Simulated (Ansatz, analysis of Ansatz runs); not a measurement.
# How high are the jumps of point defects in K₃BrCl₂ (P-3m1)?

What do single jumps of point defects cost in K₃BrCl₂ (P-3m1)? 8 of them are compared.

Plane-wave DFT (PBEsol) in Ansatz 0.2.0. For each hop both ends were relaxed and joined by a climbing-image band in a supercell, at fixed charge and with no image-charge correction. Cells with an odd electron count are spin-polarised. Left out are bands with an unsampled step, a second maximum, a lower structure on the way or a barrier under 0.03 eV, hosts that distort, and hops whose barrier moves by over a quarter on a mesh of more points; some further systems are held out of this collection. These are calculated values, not measurements.

### 1. The hops

A hop between unlike places has two barriers. The larger one, the climb from the lower place, is used for the ranking. Forward is the direction in which the atom was set to move. A move is called local where the atom goes under 2 Å and keeps its one covalent partner, or under 1.7 Å into a vacancy: alone, such a move is unlikely to carry an atom through the crystal.

```
                           hop  charge  kind  largest displacement of an atom (Å)  forward (eV)  backward (eV)  host atoms                k-points  core time
K_i by the interstitialcy path       0  jump                                 2.59          0.25           0.25          54  one point at (¼, ¼, ¼)     22 min
K_i by the interstitialcy path      +1  jump                                 2.61          0.29           0.29          54  one point at (¼, ¼, ¼)     13 min
                       V_K hop       0  jump                                 4.17          0.49           0.59          54  one point at (¼, ¼, ¼)     44 min
              V_Cl hop, path a      +1  jump                                 4.23          0.60           0.60          54  one point at (¼, ¼, ¼)    8.1 min
                       V_K hop      −1  jump                                 4.21          0.64           0.59          54  one point at (¼, ¼, ¼)     14 min
              V_Cl hop, path b      +1  jump                                 4.35          0.65           0.65          54  one point at (¼, ¼, ¼)     11 min
              V_Cl hop, path a       0  jump                                 4.41          1.16           1.16          54  one point at (¼, ¼, ¼)     16 min
              V_Cl hop, path b       0  jump                                 4.50          1.27           1.27          54  one point at (¼, ¼, ¼)     13 min
```

### 2. The surroundings of the moving atom

For the atom that moves farthest (on an interstitialcy path it can be the one pushed off its site), the atoms within 15 % of the nearest distance describe the place that it leaves and the one that it passes.

```
                           hop  charge                                       at the start                                                        at the top  larger barrier (eV)
K_i by the interstitialcy path       0   1 Cl at 2.85 Å, 3 Br at 2.94 Å and 3 K at 3.22 Å          1 Cl at 2.81 Å, 2 Br at 2.97 to 3.11 Å and 1 K at 3.18 Å                 0.25
K_i by the interstitialcy path      +1   2 Cl at 2.96 Å, 1 Br at 3.08 Å and 1 K at 3.20 Å  2 Cl at 2.79 to 3.09 Å, 2 Br at 2.90 to 3.15 Å and 1 K at 2.98 Å                 0.29
                       V_K hop       0  3 Cl at 3.07 to 3.11 Å and 3 Br at 3.28 to 3.34 Å                                            3 Cl at 2.83 to 3.18 Å                 0.59
              V_Cl hop, path a      +1                              6 K at 3.10 to 3.21 Å                                                     2 K at 2.82 Å                 0.60
                       V_K hop      −1  3 Cl at 3.09 to 3.16 Å and 3 Br at 3.23 to 3.31 Å                                                    2 Cl at 2.82 Å                 0.64
              V_Cl hop, path b      +1                              6 K at 3.09 to 3.20 Å                                                     2 K at 2.82 Å                 0.65
              V_Cl hop, path a       0                                      6 K at 3.14 Å                                                     2 K at 2.79 Å                 1.16
              V_Cl hop, path b       0                                      6 K at 3.13 Å                                                     2 K at 2.79 Å                 1.27
```

### 3. Checks on the paths found

Single points at start, top and end test the sampling and the functional without new bands. The modes of the moving atom, with the host held, give a rough attempt frequency.

Forward barriers in eV:

```
                           hop  charge  band  mesh of more points  HSE06   LDA  r2SCAN  attempt frequency (THz)
K_i by the interstitialcy path       0  0.25                 0.31   0.11     -    0.11                        -
K_i by the interstitialcy path      +1  0.29                 0.29   0.32     -    0.33                        -
                       V_K hop       0  0.49                 0.50      -  0.47    0.55                      2.2
              V_Cl hop, path a      +1  0.60                 0.60      -     -    0.70                      4.0
                       V_K hop      −1  0.64                 0.65      -  0.63    0.72                      4.6
              V_Cl hop, path b      +1  0.65                 0.65   0.74  0.62    0.77                      2.8
              V_Cl hop, path a       0  1.16                 1.12      -     -    1.43                      4.1
              V_Cl hop, path b       0  1.27                 1.20   1.56  1.13    1.55                      4.0
```

### 4. Results

```json
{
  "larger barrier, K_i by the interstitialcy path, charge 0": "0.25 eV",
  "larger barrier, K_i by the interstitialcy path, charge plus 1": "0.29 eV",
  "larger barrier, V_K hop, charge 0": "0.59 eV",
  "larger barrier, V_Cl hop, path a, charge plus 1": "0.60 eV",
  "larger barrier, V_K hop, charge minus 1": "0.64 eV",
  "larger barrier, V_Cl hop, path b, charge plus 1": "0.65 eV",
  "larger barrier, V_Cl hop, path a, charge 0": "1.16 eV",
  "larger barrier, V_Cl hop, path b, charge 0": "1.27 eV"
}
```

What this shows: Of the jumps kept, the larger barrier is lowest for K_i by the interstitialcy path at charge 0 (0.25 eV) and highest for V_Cl hop, path b at charge 0 (1.27 eV). By element, the lowest of these is 0.25 eV for K and 0.60 eV for Cl. With an assumed prefactor of 1e13 per second, one uphill hop a second along one path needs about 100 K for K_i by the interstitialcy path (0) and 490 K for V_Cl hop, path b (0). Of the paths run at two charges, V_Cl hop, path b changes most, by the larger barrier: 0.65 eV at +1 and 1.27 eV at 0. Whether the added carriers are bound to the defect, and whether each charge is stable, wasn't tested. On the 8 checked, the second mesh moves a barrier by up to 0.07 eV, so hops closer than that aren't ranked. For bands at (¼, ¼, ¼) the second mesh holds only that point and its sign variants, which is a weak test. HSE06 changes 4 forward barriers by -0.14 to 0.29 eV. LDA changes 4 forward barriers by -0.14 to -0.01 eV. r2SCAN changes 8 forward barriers by -0.14 to 0.28 eV. These are barriers of single jumps: diffusion also needs the defects, whose formation energies aren't counted here, and a chain of jumps that crosses the crystal. Other paths weren't searched, and for 4 of the 8 hops the top wasn't tested as a first-order saddle. Periodic copies stand 11.0 Å apart or more.

[Logs are printed without paths, hosts, clocks, repeated set-up lines and the standing remarks that a program may print on its own settings, such as how far it seeks lower states.]

[Hosts, paths, dates, database ids (printed as entryN), source tags and the programs' standing remarks are cut or masked in the printed files.]
